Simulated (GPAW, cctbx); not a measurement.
# Bonding in RbNiI3 as X-rays see it

Aim: compute the bonding part of the density of RbNiI3, find which reflections carry it, and see how it biases an ordinary refinement.

The cell comes from substitution in a known structure type and wasn't matched to any measured phase. All numbers below are calculated.

## Step 1: Find the equilibrium geometry

The density hangs on the geometry, so cell and atoms are relaxed first, with the symmetry held. The cutoff is set higher than for the density because stress converges slowly with plane waves.

Settings: GPAW 26.7.0, PBE, 570 eV, 2×2×2 k-points, Fermi–Dirac width 0.05 eV, spin-polarised, BFGS to 0.03 eV/Å.

```text
cell
1.0
     0.000000000    0.000000000    6.637000000
     7.998000000    0.000000000    0.000000000
    -3.999000000    6.926471179    0.000000000
I Rb Ni
6 2 2
Direct
0.750000000 0.839399995 0.678799991
0.250000000 0.678799991 0.839399996
0.750000000 0.839399996 0.160600004
0.250000000 0.160600004 0.321200009
0.750000000 0.321200009 0.160600004
0.250000000 0.160600004 0.839399996
0.250000000 0.666666667 0.333333333
0.750000000 0.333333333 0.666666667
0.500000000 0.000000000 0.000000000
0.000000000 0.000000000 0.000000000
```

```console
$ OMP_NUM_THREADS=1 mpirun -n 4 gpaw python run.py > gpaw.log
```

```text
BFGS:    0      -31.540060        0.167621
BFGS:    1      -31.542819        0.164267
BFGS:    2      -31.564046        0.233614
BFGS:    3      -31.565539        0.226612
BFGS:    4      -31.593929        0.066285
BFGS:    5      -31.600973        0.037444
BFGS:    6      -31.602121        0.010037
cell  6.8215 8.0990 8.0990  120.00 90.00 90.00
volume 387.505 A^3, largest force 0.010 eV/A, largest stress 0.03 GPa
```

After 6 steps the volume has changed by +5.4 % and the energy by -0.062 eV; the largest stress left is 0.03 GPa. It took 3.4 min on 4 cores of Intel(R) Xeon(R) Platinum 8559C (Emerald Rapids) (shared host), peak memory 2.2 GiB.

Relaxed structure: P6_3/mmc (no. 194), a = 8.0990 Å, b = 8.0990 Å, c = 6.8215 Å, α = 90.00°, β = 90.00°, γ = 120.00°.

```
atom  mult.       x       y    z
  I1      6  0.8442  0.6885  3/4
 Rb1      2     2/3     1/3  1/4
 Ni1      2       0       0  1/2
```

## Step 2: The all-electron density

X-rays see the whole electron density, so the PAW density is rebuilt with its core regions. Subtracting spherical free atoms from the same code cancels the cores and leaves the deformation density Δρ, the part due to bonding.

Settings: PBE, 450 eV, 3×3×3 k-points, Fermi–Dirac width 0.05 eV, spin-polarised; primitive cell of 10 atoms.

```console
$ OMP_NUM_THREADS=1 mpirun -n 4 gpaw python run.py > gpaw.log
```

```text
|iter:   1|       0s |  -33.438192 | +0.16 |       |  +3.0042|
|iter:   2|       2s |  -31.584898 | -1.18 | -1.04 |  +2.9571|
|iter:   3|       5s |  -31.173367 | -1.55 | -1.18 |  +3.0179|
...
|iter:  12|      28s |  -31.631405c| -6.04 | -3.91 |  +3.9942|
|iter:  13|      31s |  -31.631404c| -6.91 | -4.32c|  +3.9941|
|iter:  14|      33s |  -31.631404c| -7.70c| -4.71c|  +3.9945|
```

```text
grid (70, 80, 80)  electrons 448.000  moved by bonding 1.718 e
deformation density beyond 0.5 A of the nuclei: max 0.478, min -0.506 e/A^3
atom        x       y       z   Voronoi charge  moment
I 1    0.7500  0.8442  0.6885     -0.079       0.12
I 2    0.2500  0.6885  0.8442     -0.079       0.12
I 3    0.7500  0.8442  0.1558     -0.079       0.12
I 4    0.2500  0.1558  0.3115     -0.079       0.12
I 5    0.7500  0.3115  0.1558     -0.079       0.12
I 6    0.2500  0.1558  0.8442     -0.079       0.12
Rb7    0.2500  0.6667  0.3333      0.248       0.00
Rb8    0.7500  0.3333  0.6667      0.248       0.00
Ni9    0.5000  0.0000  0.0000     -0.012       1.30
Ni10   0.0000  0.0000  0.0000     -0.012       1.30
mean inner potential of superposed free atoms 12.385 V
total magnetic moment 3.994 muB
```

Deformation density in a plane through the shortest contact of the I atom at the origin, in 0.01 e/Å³ (clipped at ±99); x from -1.6 to 4.4 Å, y from 2.4 down to -2.4 Å:

```text
  0  -1  -1  -1  11   .   .  22  -2  -1   0   0   0   0   0  -1
 -1  -1  -1  -1  -3 -15  -2   2  -1  -1   0   0   0   0  -1  -1
 -1   0   0   1   1   0  -1  -1  -1  -1   0   0  -1  -1  -1   0
  0   0   0   2   4   4   2   0  -1  -1  -1  -1  -1  -1   0   0
  0   0  -1  -1  -1  -1   0   0   0  -1   0   1   1  -1   0   1
  0   0  -1  -1   .  -3  -3   2   0  -3  41   .  32  -4   1   3
  0   0   0   .   .   .  -2   4   1 -13   .   .   . -13   1   4
  0   0   0   0   .  -2   0   3   1  -4  36   .  38  -3   1   2
  0   0   0   0   0  -1   0   1   0  -1   1   1   0  -1   0   0
  0   0   0   0   0   0   0   0   0  -1  -1  -1  -1  -1  -1   0
  0   0   0   0   0   0   0   0  -1  -1  -1   0   0  -1  -1  -1
  0   0   0   0   0   0  -1  -1  -1   0   0   0   0  -1  -1   3
  0  -1  -1  -1  -1  -1  -1  -1   0   0   0   0   0  -1  -2  25
```

Atoms in or within 0.15 Å of the plane: I (0.0, 0.0), Ni (2.8, 0.0) Å. Dots mark points within about 0.45 Å of a nucleus; large values next to them are atomic features.

I gains most (-0.08 e) and Rb loses most (+0.25 e), as electronegativity suggests. Such charges fall far short of formal ones, since overlapping free atoms already put density on their neighbours. Along the shortest contact from the I atom at the map's origin, I–Ni at 2.77 Å, Δρ is +0.03 e/Å³ at the midpoint and highest, +0.04, 1.24 Å from I (points within 0.5 Å of a nucleus left out): little piles up between the atoms. Point values carry grid noise of about 0.01 e/Å³. The cell's moment is 3.99 μB; the largest inside an atomic sphere is 1.30 μB. The run needed 14 iterations, 47 s.

## Step 3: Structure factors

The Fourier components of Δρ, added to those of the free atoms, give the static X-ray structure factors; the Mott–Bethe relation turns them into the Fourier components V of the potential that fast electrons feel.

```text
static structure factors of the conventional cell: F in electrons, V (Mott-Bethe) in volts
   h  k  l      d  |F| table  |F| free   |F| DFT   change   |V| free  |V| DFT  change %
   1  0  0  7.0139    93.644    93.661    93.961    0.300     2.147    1.972     -8.1
   1  0  1  4.8901    13.301    13.268    13.446    0.179     0.108    0.057    -46.8
   1  1  0  4.0495    24.559    24.586    24.424   -0.162     0.752    0.783      4.2
   2  0  0  3.5070   119.412   119.490   119.384   -0.105     2.518    2.533      0.6
   0  0  2  3.4108   291.145   291.311   291.697    0.386     6.149    6.096     -0.9
   2  0  1  3.1189   283.574   283.712   283.890    0.178     5.841    5.820     -0.4
   1  0  2  3.0673    11.822    11.729    12.003    0.274     0.325    0.294     -9.4
   2  1  0  2.6510    17.165    17.034    17.150    0.116     0.362    0.353     -2.7
   1  1  2  2.6087    67.541    67.452    67.713    0.260     1.295    1.274     -1.6
   2  1  1  2.4710    43.402    43.459    43.354   -0.105     0.769    0.776      1.0
   2  0  2  2.4451   196.756   196.678   196.803    0.125     3.685    3.677     -0.2
   3  0  0  2.3380    14.440    14.198    14.755    0.556     0.351    0.315    -10.2
   3  0  1  2.2117    65.772    65.818    65.838    0.020     1.145    1.144     -0.1
   1  0  3  2.1630    10.850    10.876    10.835   -0.042     0.153    0.156      1.5
```

The largest X-ray change is +0.56 e on 300, 3.9 % of |F|. For electrons V goes as (Z − F)/g², so a change of F counts against Z − F, which is small at low angle and wherever the atoms' terms cancel: |V| of 101 moves by -46.8 % (0.11 to 0.06 V) against +1.3 % in |F|. The last three rows still change by up to 0.56 e; the table stops while the angles are still low. The tabulated Hartree–Fock atoms differ from the free DFT atoms by up to 0.24 e, so the choice of reference atom matters too.

## Step 4: Convergence

Cutoff and k-mesh: one is changed at a time, to find what the result needs.

| run | ΔF 300 (e) | ΔF 002 (e) | ΔF 100 (e) | q(I) (e) | moved (e) | time |
| --- | --- | --- | --- | --- | --- | --- |
| 450 eV 3×3×3 | +0.556 | +0.386 | +0.300 | -0.079 | 1.718 | 47 s |
| 250 eV 3×3×3 | +0.545 | +0.393 | +0.297 | -0.079 | 1.688 | 22 s |
| 350 eV 3×3×3 | +0.552 | +0.389 | +0.299 | -0.078 | 1.706 | 32 s |
| 750 eV 3×3×3 | +0.557 | +0.384 | +0.302 | -0.079 | 1.728 | 1.7 min |
| 450 eV 1×1×1 | +0.631 | +0.361 | +0.382 | -0.099 | 1.922 | 17 s |
| 450 eV 2×2×2 | +0.557 | +0.389 | +0.304 | -0.080 | 1.730 | 34 s |

Within 0.01 e of the base on all three: 350 eV 3×3×3, 450 eV 2×2×2 and 750 eV 3×3×3; the cheapest takes 0.69 of the base's time. The largest error, 0.082 e, comes with 450 eV 1×1×1. The moved charge is off by up to 12 % among these runs. Times are from shared hosts.

## Step 5: What a spherical-atom refinement makes of it

Routine crystallography fits spherical atoms. To see the bias, intensities are simulated from tabulated atoms plus the DFT change ΔF, so that bonding alone can misfit (17156 reflections of the full sphere, merged to the counts below, to 0.45 Å, 1 % proportional noise plus counting noise, assumed isotropic U as listed, Δρ smeared by the mean U) and refined with cctbx over different ranges.

| range | data | R1 | GooF | U I1 (true 0.0074) | U Rb1 (true 0.0084) | U Ni1 (true 0.0093) | largest shift (Å) | Δρ max, min (e/Å³) |
| --- | --- | --- | --- | --- | --- | --- | --- | --- |
| all data | 877 | 0.0041 | 1.05 | 0.0074 | 0.0084 | 0.0093 | 0.0001 | 0.64, -0.52 |
| low resolution, d > 0.84 | 157 | 0.0028 | 1.08 | 0.0074 | 0.0084 | 0.0092 | 0.0000 | 0.11, -0.13 |
| high order, d < 0.75 | 666 | 0.0048 | 1.02 | 0.0074 | 0.0084 | 0.0093 | 0.0001 | 0.45, -0.53 |
| occupancies free, d > 0.7 | 252 | 0.0031 | 1.08 | 0.0074 | 0.0084 | 0.0095 | 0.0001 | 0.15, -0.24 |

With all data GooF is 1.05, so at this noise the bonding hardly shows; the top residual peak lies 0.53 Å from Ni and 2.48 Å from I. No U is off by more than 3 s.u. at low resolution. With I1 held at 1 and the scale free, the other occupancies refine to Rb1 1.000(0.001) and Ni1 1.006(0.001), on sites that are all full: they absorb part of the misfit, and only ratios to the fixed site mean anything.

## Step 6: Answer

Bonding moves 1.72 e in the primitive cell of RbNiI3 and changes the structure factors of the conventional cell in the table above by at most 0.56 e (300, 3.9 %). The shortest bond, I–Ni, has Δρ = +0.03 e/Å³ at its midpoint. Within 0.01 e of the base on all three: 350 eV 3×3×3, 450 eV 2×2×2 and 750 eV 3×3×3; the cheapest takes 0.69 of the base's time. The largest error, 0.082 e, comes with 450 eV 1×1×1. The moved charge is off by up to 12 % among these runs. With all data GooF is 1.05, so at this noise the bonding hardly shows. Limits: static density, frozen cores, no spin–orbit coupling; a ferromagnetic start is the only order tried, and the real ground state may be antiferromagnetic or insulating.

[Outputs are excerpts: Python notices, other lines and further rows are left out; steps that failed or that the build refused (PBEsol, TPSS) are not shown.]

[Logs are printed without paths, hosts, clocks, repeated set-up lines and the standing remarks that a program may print on its own settings, such as how far it seeks lower states.]
